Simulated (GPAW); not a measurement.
# Y L₃ ELNES/XANES of YSi2 (P6/mmm) from DFT, part 2 of 3

Aim: the near-edge shape at the Y L₃ edge of YSi2 (P6/mmm), and what the core hole does to it.

GPAW 26.7.0; X-ray absorption from dipole matrix elements to empty bands, plane-wave PAW LDA.

So far. Step 2 (Ground state of the crystal): The mesh shows no gap, so the system is treated as a metal and the core electron is put at the Fermi level (neutral cell). Step 3 (Spectrum without a core hole, Y atom 1): Main maxima below 30 eV (height): 4.0 eV (2.52), 13.0 eV (0.66) and 18.2 eV (0.70). At an L edge the dipole rule selects empty d (and weakly s) states on the absorber, and the strong line at the onset measures the empty part of its d band.

### 5. Spectrum with XCH, Y atom 1

The holes are 6.7 Å apart. In GPAW the data set carries the hole's charge, so charge=0 means a charged cell and charge=-1 a neutral one. The excited electron is kept in the cell, where it fills the lowest empty states and screens the hole. After the field has converged, empty bands are computed with the density fixed and the dipole matrix elements are summed.

xas.py reads:

```python
import numpy as np
from ase import Atoms
from ase.parallel import parprint, paropen
from gpaw import GPAW, PW, FermiDirac, Mixer, MixerDif, setup_paths
from gpaw.test import gen
setup_paths.insert(0, '.')
gen('Y', name='fch2p', xcname='LDA', corehole=(2, 1, 1), write_xml=True)
from gpaw.mpi import world
world.barrier()

atoms = Atoms('Y6Si12',
    cell=[[5.775, -3.3341978, 0],
     [-5.775, -3.3341978, 0],
     [0, 0, -8.28]],
    scaled_positions=[[0, 0, 0],
     [0.66666667, 0.33333333, 0],
     [0, 0, 0.5],
     [0.33333333, 0.66666667, 0],
     [0.66666667, 0.33333333, 0.5],
     [0.33333333, 0.66666667, 0.5],
     [0, 0.66666667, 0.75],
     [0.66666667, 0, 0.75],
     [0, 0.66666667, 0.25],
     [0.33333333, 0.33333333, 0.75],
     [0.66666667, 0, 0.25],
     [0.33333333, 0.33333333, 0.25],
     [0.66666667, 0.66666667, 0.75],
     [0.33333333, 0, 0.75],
     [0.66666667, 0.66666667, 0.25],
     [0, 0.33333333, 0.75],
     [0.33333333, 0, 0.25],
     [0, 0.33333333, 0.25]],
    pbc=True)
atoms.calc = calc = GPAW(legacy_gpaw=True, mode=PW(430), xc='LDA', setups={0: 'fch2p'},
    kpts={'size': (3, 3, 2), 'gamma': True}, occupations=FermiDirac(0.1),
    charge=-1, mixer=Mixer(0.1, 5, 50), maxiter=150,
    convergence={'density': 0.0001}, txt='scf.txt')
energy = atoms.get_potential_energy() + calc.get_reference_energy()
ef = calc.get_fermi_level()
out = dict(energy=energy, fermi=ef, forces=atoms.get_forces().tolist())
parprint(f'all-electron energy {energy:.4f} eV, Fermi level {ef:.4f} eV')
ev = np.array([[calc.get_eigenvalues(k, s) for k in range(len(calc.get_ibz_k_points()))] for s in range(calc.get_number_of_spins())])
out['homo'], out['lumo'], out['counts'] = ev[ev < ef].max(), ev[ev > ef].min(), sorted(set((ev < ef).sum((0, 2)).tolist()))
out['filled'] = (ev[:, 0] < ef).sum(1).tolist()

from ase.units import Ha
from gpaw.xas import dipole_matrix_elements
nb = int(calc.get_number_of_electrons() / 2) + 222
top, nb = nb, nb + 8 + nb // 12
nscf = calc.fixed_density(kpts={'size': (3, 3, 3), 'gamma': True}, nbands=nb,
    convergence={'bands': top, 'eigenstates': 1e-5}, maxiter=60, txt='nscf.txt')
cell = atoms.cell.array
ops = [cell.T @ U.T @ np.linalg.inv(cell.T) for U in nscf.wfs.kd.symmetry.op_scc]
E = np.arange(-6, 34, 0.1)
fwhm = np.interp(E, [4, 25], [1.5, 3.5])
Y, X, zero, highest = 0, 0, 1e9, 1e9
for spin in range(nscf.get_number_of_spins()):
    wfs = nscf.wfs
    A = dipole_matrix_elements(wfs.setups[0])
    eps = np.zeros((wfs.kd.nibzkpts, nb))
    d = np.zeros((3, A.shape[1], wfs.kd.nibzkpts, nb), complex)
    for kpt in wfs.kpt_u:
        if kpt.s == spin and 0 in kpt.P_ani:
            eps[kpt.k] = kpt.eps_n * Ha
            d[:, :, kpt.k] = (kpt.weight * wfs.nspins / 2) ** 0.5 * np.inner(A, kpt.P_ani[0])
    world.sum(eps)
    world.sum(d)
    T = np.einsum('amkn,bmkn->abkn', d, d.conj()).real
    T = sum(np.einsum('ai,ijkn,bj->abkn', R, T, R) for R in ops) / len(ops)
    empty = eps > ef
    zero, highest = min(zero, eps[empty].min()), min(highest, eps[:, top - 1].min())
    lines = [(eps, T, empty)] if spin == 0 else lines + [(eps, T, empty)]
for eps, T, empty in lines:
    f = np.einsum('aakn->akn', T).reshape(3, -1)
    x = eps.ravel() - zero
    w = np.interp(x, E, fwhm) / 2.35482
    g = np.exp(-0.5 * ((E[:, None] - x) / w) ** 2) / (w * (2 * np.pi) ** 0.5)
    Y = Y + (f * empty.ravel()) @ g.T
    X = X + (f * ~empty.ravel()) @ g.T
out.update(E=E.round(2).tolist(), xas=Y.tolist(), xes=X.tolist(), zero=zero, valid=highest - zero, nk=len(eps), nb=nb)
for i in range(0, len(E), 10):
    parprint(f'{E[i]:7.2f}', *(f'{v:10.3e}' for v in Y[:, i]))
import json
with paropen('out.json', 'w') as f:
    json.dump(out, f)
```

Run with:

```
> OMP_NUM_THREADS=1 mpirun -n 4 gpaw python xas.py
```

Numbers of over 12 decimals in the logs are rounded to 6 here.

Output:

```text
Input parameters:
  charge: -1
  convergence: {density: 0.0001}
  kpts: {gamma: True,
         size: (3, 3, 2)}
  maxiter: 150
  mixer: {backend: pulay,
          beta: 0.1,
          method: separate,
          nmaxold: 5,
          weight: 50}
  mode: {ecut: 430.0,
         name: pw}
  occupations: {fixmagmom: False,
                name: fermi-dirac,
                width: 0.1}
  setups: {0: fch2p}

Initialize ...

[... PAW data sets ...]

Reference energy: -644126.588568  # eV

Spin-paired calculation

[... convergence settings ...]
Symmetries present (total): 8
  [... symmetry matrices ...]

18 k-points: 3 x 3 x 2 Monkhorst-Pack grid + [0.000000,0.000000,1/4]
8 k-points in the irreducible part of the Brillouin zone
       k-points in crystal coordinates                weights
   0:     0.00000000    0.00000000    0.00000000          1/18
   1:     0.00000000    0.00000000    0.50000000          1/18
   2:     0.33333333   -0.33333333    0.00000000          2/18
   3:     0.33333333   -0.33333333    0.50000000          2/18
   4:     0.33333333    0.00000000    0.00000000          4/18
   5:     0.33333333    0.00000000    0.50000000          4/18
   6:     0.33333333    0.33333333    0.00000000          2/18
   7:     0.33333333    0.33333333    0.50000000          2/18

Wave functions: Plane wave expansion
  Cutoff energy: 430.000 eV
  Number of coefficients (min, max): 6423, 6472
  Pulay-stress correction: 0.000000 eV/Ang^3 (de/decut=0.000000)
  Using FFTW library
  Wavefunction extrapolation:
    Improved wavefunction reuse through dual PAW basis

Occupation numbers: Fermi-Dirac:
  width: 0.1000  # eV

Eigensolver
   Davidson(niter=2)

Densities:
  Coarse grid: 32*32*40 grid
  Fine grid: 64*64*80 grid
  Total Charge: 0.000000

Density mixing:
  Method: separate
  Backend: pulay
  Linear mixing parameter: 0.1
  old densities: 5
  Width of damping distribution: 1.1
  Damping of long wavelength oscillations: 50

[... Hamiltonian set-up ...]
Number of atoms: 18
Number of atomic orbitals: 126
Number of bands in calculation: 73
Number of valence electrons: 115
Bands to converge: occupied

... initialized

Initializing position-dependent things.

Density initialized from atomic densities
Creating initial wave functions:
  73 bands from LCAO basis set

                   Y

             Y        Y
              Si       Si
        Si        Si        Si
                 SiY

             Y        Y
              Si       Si
        Si        Si        Si
                 Si

Atomic positions and initial magnetic moments

Positions:
   0 Y      0.000000    0.000000    0.000000    ( 0.0000,  0.0000,  0.0000)
   1 Y      1.925000   -3.334198    0.000000    ( 0.0000,  0.0000,  0.0000)
   2 Y      0.000000    0.000000   -4.140000    ( 0.0000,  0.0000,  0.0000)
   3 Y     -1.925000   -3.334198    0.000000    ( 0.0000,  0.0000,  0.0000)
   4 Y      1.925000   -3.334198   -4.140000    ( 0.0000,  0.0000,  0.0000)
   5 Y     -1.925000   -3.334198   -4.140000    ( 0.0000,  0.0000,  0.0000)
   6 Si    -3.850000   -2.222799   -6.210000    ( 0.0000,  0.0000,  0.0000)
[...]
15 Si    -1.925000   -1.111399   -6.210000    ( 0.0000,  0.0000,  0.0000)
  16 Si     1.925000   -1.111399   -2.070000    ( 0.0000,  0.0000,  0.0000)
  17 Si    -1.925000   -1.111399   -2.070000    ( 0.0000,  0.0000,  0.0000)

Unit cell:
           periodic     x           y           z      points  spacing
  1. axis:    yes    5.775000   -3.334198    0.000000    32     0.1805
  2. axis:    yes   -5.775000   -3.334198    0.000000    32     0.1805
  3. axis:    yes    0.000000    0.000000   -8.280000    40     0.2070

  Lengths:   6.668396   6.668396   8.280000
  Angles:   90.000000  90.000000 120.000000

Effective grid spacing dv^(1/3) = 0.1982

iter:   1  -132.924387
iter:   2  -124.489252   -0.56  -0.96
iter:   3  -123.873328   -1.46  -1.23
iter:   4  -123.305181   -1.10  -1.30
iter:   5  -123.482136   -1.28  -1.48
iter:   6  -124.006214   -1.89  -1.61
iter:   7  -123.401618   -1.67  -1.60
iter:   8  -123.400266   -2.48  -2.25
iter:   9  -123.420377c  -2.50  -2.29
iter:  10  -123.377785c  -2.48  -2.16
iter:  11  -123.379638c  -3.14  -2.80
iter:  12  -123.377044c  -3.43  -2.75
iter:  13  -123.375543c  -4.01  -2.82
iter:  14  -123.375164c  -4.69  -3.08
iter:  15  -123.375183c  -5.33  -3.58
iter:  16  -123.375174c  -5.83  -3.73
iter:  17  -123.375196c  -6.31  -4.04c
iter:  18  -123.375188c  -7.16  -4.28c
iter:  19  -123.375189c  -7.91c -4.40c

Converged after 19 iterations.

Dipole moment: (0.000000, -0.000000, 0.000000) |e|*Ang

Energy contributions relative to reference atoms: (reference = -644126.588568)

Kinetic:       +148.633894
Potential:     -110.092033
External:        +0.000000
XC:            -160.417228
Entropy (-ST):   -0.148621
Local:           -1.425511
SIC:             +0.000000
--------------------------
Free energy:   -123.449499
Extrapolated:  -123.375189

Showing only first 2 kpts
 Kpt  Band  Eigenvalues  Occupancy
  0    55      9.29867    0.89737
  0    56      9.50936    0.18012
  0    57      9.50936    0.18012
  0    58     10.04979    0.00089

  1    55      9.03467    1.83877
  1    56      9.13869    1.60240
  1    57      9.47731    0.24000
[...]
Fermi level: 9.27807

No gap
No difference between direct/indirect transitions

Forces in eV/Ang:
  0 Y     0.00000   -0.00000    0.00000
  1 Y     0.00001    0.00000    0.00000
  2 Y     0.00000    0.00000    0.00000
  3 Y    -0.00001    0.00000    0.00000
  4 Y    -0.00000    0.00000    0.00000
  5 Y     0.00000    0.00000    0.00000
  6 Si   -0.10602   -0.06121   -0.19844
[...]
15 Si    0.10602    0.06121   -0.19844
 16 Si   -0.10602    0.06121    0.19844
 17 Si    0.10602    0.06121    0.19844
Scalar-relativistic atomic LDA calculation for Y (Yttrium, Z=39)
Core hole in 2p state (2p occupation: 5.0)
750 radial gridpoints.
|------------------------------------------------|
|------------------------------------------------|
[... the atom generator's iteration count ...]

Energy contributions:
-------------------------
Kinetic:    +3390.169410
XC:          -101.586326
Potential:  -6591.707672
-------------------------
Total:      -3303.124588

state      eigenvalue         ekin         rmax
-----------------------------------------------
1s^2.0 :  -624.020649   785.933785        0.025
2s^2.0 :   -88.104979   159.718374        0.140
2p^5.0 :   -79.278025   154.656858        0.112
3s^2.0 :   -14.821145    41.563665        0.416
3p^6.0 :   -11.851076    38.628153        0.408
3d^10.0:    -6.902769    34.281661        0.347
4s^2.0 :    -2.317952     8.978980        1.088
4p^6.0 :    -1.537864     7.230238        1.182
4d^1.0 :    -0.465087     3.600285        1.531
5s^2.0 :    -0.408502     1.464135        2.930
5p^0.0 :    -0.262947     1.007025        3.543
-----------------------------------------------
(units: Bohr and Hartree)

Generating PAW setup
Kinetic energy of the core from tauc = 3378.447297
Cutoffs:
rc(s)=2.510
rc(p)=2.490
rc(d)=2.430
rc(vbar)=2.450
rc(comp)=2.410
rc(nct)=2.510

Kinetic energy of the core states: 3322.301470
Charge: 1.0
Core electrons: 27.0
Valence electrons: 11.0
Pseudo-core charge: 0.001449
Shape function alpha=1.722
Pseudo-electron charge 6.524097
state    eigenvalue         norm
--------------------------------
4s(2) :    -2.317952     0.579399
5s(2) :    -0.408502     0.963008
4p(6) :    -1.537864     0.451215
5p(0) :    -0.262947     0.957472
4d(1) :    -0.465087     0.730544
*d    :     0.534913
--------------------------------

Diagonalizing with gridspacing h=0.050

state   all-electron     PAW
-------------------------------
4s:      -2.317952    -2.318410
4p:      -1.537864    -1.538528
4d:      -0.465087    -0.465594
*f:                   -0.036509
-------------------------------
all-electron energy -644249.9638 eV, Fermi level 9.2781 eV
[...]
31.00  1.659e-05  1.659e-05  1.688e-05
  32.00  1.526e-05  1.526e-05  1.552e-05
  33.00  1.405e-05  1.405e-05  1.394e-05
```

Run time: 3 min. Hardware: 4 MPI ranks of Arm Neoverse V2, shared host; peak memory 0.53 GiB; 12 min of CPU time.

The Y L₃ spectrum, Y atom 1, excited-electron core hole (neutral cell) (energy from the lowest empty level; intensity scaled to a mean of 1 over the first 20 eV; polarised curves are means over the symmetry-equivalent atoms):

```
E (eV)  isotropic  ε ⊥ c  ε ∥ c
  -2.0       0.00   0.00   0.00
  -1.0       0.04   0.05   0.03
   0.0       0.70   0.75   0.58
   1.0       2.56   2.58   2.51
   2.0       3.06   3.06   3.07
   3.0       2.58   2.67   2.41
   4.0       1.60   1.55   1.70
   5.0       1.00   0.97   1.08
   6.0       0.94   0.92   0.98
   7.0       0.82   0.80   0.85
   8.0       0.75   0.73   0.78
   9.0       0.61   0.61   0.61
  10.0       0.52   0.51   0.53
  11.0       0.50   0.50   0.50
  12.0       0.51   0.53   0.47
  13.0       0.55   0.57   0.50
  14.0       0.51   0.51   0.50
  15.0       0.46   0.46   0.47
  16.0       0.50   0.51   0.47
  17.0       0.58   0.60   0.53
  18.0       0.62   0.62   0.60
  19.0       0.56   0.55   0.56
  20.0       0.45   0.44   0.46
  21.0       0.39   0.38   0.39
  22.0       0.38   0.38   0.38
  23.0       0.40   0.39   0.41
  24.0       0.43   0.42   0.45
  25.0       0.50   0.49   0.52
  26.0       0.62   0.60   0.64
  27.0       0.75   0.73   0.79
  28.0       0.84   0.83   0.87
  29.0       0.87   0.86   0.88
  30.0       0.84   0.84   0.85
  31.0       0.78   0.78   0.79
```

Main maxima below 30 eV (height): 1.8 eV (3.12), 18.0 eV (0.62) and 29.0 eV (0.87). 

### 6. Spectrum with FCH, Y atom 1

The holes are 6.7 Å apart. In GPAW the data set carries the hole's charge, so charge=0 means a charged cell and charge=-1 a neutral one. The excited electron is left out and a uniform background balances the charge. After the field has converged, empty bands are computed with the density fixed and the dipole matrix elements are summed.

Changed against the first core-hole run: core hole to FCH.

xas.py: that of step 5 with these lines changed.

```diff
@@ -35,3 +35,3 @@
     kpts={'size': (3, 3, 2), 'gamma': True}, occupations=FermiDirac(0.1),
-    charge=-1, mixer=Mixer(0.1, 5, 50), maxiter=150,
+    charge=0, mixer=Mixer(0.1, 5, 50), maxiter=150,
     convergence={'density': 0.0001}, txt='scf.txt')
```

Output:

```text
Input parameters:
  convergence: {density: 0.0001}
  kpts: {gamma: True,
         size: (3, 3, 2)}
  maxiter: 150
  mixer: {backend: pulay,
          beta: 0.1,
          method: separate,
          nmaxold: 5,
          weight: 50}
  mode: {ecut: 430.0,
         name: pw}
  occupations: {fixmagmom: False,
                name: fermi-dirac,
                width: 0.1}
  setups: {0: fch2p}

Initialize ...

[...]
*d    :     0.534913
--------------------------------

Diagonalizing with gridspacing h=0.050

state   all-electron     PAW
-------------------------------
4s:      -2.317952    -2.318410
4p:      -1.537864    -1.538528
4d:      -0.465087    -0.465594
*f:                   -0.036509
-------------------------------
all-electron energy -644259.0991 eV, Fermi level 9.0825 eV
[...]
32.00  1.556e-05  1.556e-05  1.584e-05
  33.00  1.432e-05  1.432e-05  1.428e-05
[key lines of the parts left out:]
Converged after 19 iterations.
Dipole moment: (0.000000, -0.000000, 0.000000) |e|*Ang
Free energy:   -132.621528
Fermi level: 9.08246
```

It took 2.8 min on 4 MPI ranks; peak memory 0.53 GiB; 11 min of CPU time.

```
E (eV)  first run  this run
  -2.0       0.00      0.00
  -1.0       0.04      0.04
   0.0       0.70      0.53
   1.0       2.56      2.18
   2.0       3.06      3.14
   3.0       2.58      2.69
   4.0       1.60      1.83
   5.0       1.00      1.05
   6.0       0.94      0.95
   7.0       0.82      0.83
   8.0       0.75      0.76
   9.0       0.61      0.63
  10.0       0.52      0.53
  11.0       0.50      0.49
  12.0       0.51      0.50
  13.0       0.55      0.53
  14.0       0.51      0.52
  15.0       0.46      0.46
  16.0       0.50      0.48
  17.0       0.58      0.55
  18.0       0.62      0.61
  19.0       0.56      0.57
  20.0       0.45      0.47
  21.0       0.39      0.39
  22.0       0.38      0.37
  23.0       0.40      0.39
  24.0       0.43      0.42
  25.0       0.50      0.48
  26.0       0.62      0.58
  27.0       0.75      0.71
  28.0       0.84      0.82
  29.0       0.87      0.86
  30.0       0.84      0.85
  31.0       0.78      0.79
```

The scaled spectrum changes by 8 % r.m.s. The highest intensity below 24 eV goes from 1.8 eV (3.12) to 2.0 eV (3.14).

The photon energy of the zero moves by -0.05 eV.

[end of part 2 of 3]

[Banner, clock and machine lines of the logs are left out without a mark of their own.]

[Logs are printed without paths, hosts, clocks, repeated set-up lines and the standing remarks that a program may print on its own settings, such as how far it seeks lower states.]

[Hosts, paths, dates, database ids (printed as entryN), source tags and the programs' standing remarks are cut or masked in the printed files.]

[Lists of maxima count a maximum above −3 eV only where it reaches 4 % of the highest in the window and stands out from its surroundings by 2 % of it (1.5 % where it reaches 55 %); shoulders and weaker maxima are passed over, and of the rest the first, up to two pre-edge ones and the few strongest are named.]
